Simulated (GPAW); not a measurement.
# Surface energy and work function of Rh(111) from slabs of 3 to 12 layers (PBE)

How do energy and work function of Rh(111) films settle with thickness, and what surface energy follows?

**Method.** GPAW 26.7.0, plane waves at 450 eV with PAW setups; symmetric 1×1 slabs cut at the tabulated lattice constant (two decimals; low-temperature values for the alkali metals), atoms at bulk places, 7.5 Å of vacuum on each side, one in-plane mesh for all thicknesses, Fermi-Dirac smearing of 0.1 eV. Energies are extrapolated to zero smearing and count from the program's reference atoms. Functional PBE. The cell's area is 6.253 Å².

Results, with one row withheld:

| layers | energy (eV) | work function (eV) |
| --- | --- | --- |
| 3 | −20.3580 | 5.07 |
| 4 | −27.6502 | 5.16 |
| 5 | −34.9597 | 5.15 |
| 6 | −42.2549 | 5.13 |
| 7 | −49.5438 | 5.14 |
| 8 | −56.8424 | 5.14 |
| 9 | −64.1369 | 5.14 |
| 10 | −71.4377 | 5.14 |
| 11 | −78.7336 | 5.14 |
| 12 | ? | ? |

To predict: What surface energy do these runs give, and what energy and work function should the 12-layer slab have?

**Working.** A slab of n layers has E(n) = nε + 2Aγ once its middle is bulk-like. A line through n = 6 to 11 has the slope ε = −7.2963 eV a layer and the intercept 2Aγ = 1.5268 eV (r.m.s. residual 2.6 meV). So γ = 1.5268 / (2 × 6.253 Å²) = 0.1221 eV/Å² = 1.96 J/m², with a standard error of about 0.01 J/m² from the scatter about the line. For 12 layers: 1.5268 + 12 × (−7.2963) = −86.029 eV; the run gives −86.030 eV, 1.3 meV under the line. The work function has no such law: from 6 to 11 layers it moves between 5.13 and 5.14 eV (mean 5.14), and the 12-layer slab gives 5.14 eV. The thinnest slab, 3 layers, lies −0.07 eV from that mean. The measured value for this face is 5.46 eV (“Anisotropic work function of elemental crystals” (2019, arxiv:1902.07811)); the unrelaxed 12-layer slab lies 0.32 eV under it.

Caveats: The surfaces are unrelaxed, so γ is an upper bound for this functional and lattice constant. The tabulated lattice constant isn't the functional's own, which strains the slab a little. The runs had no spin polarisation.
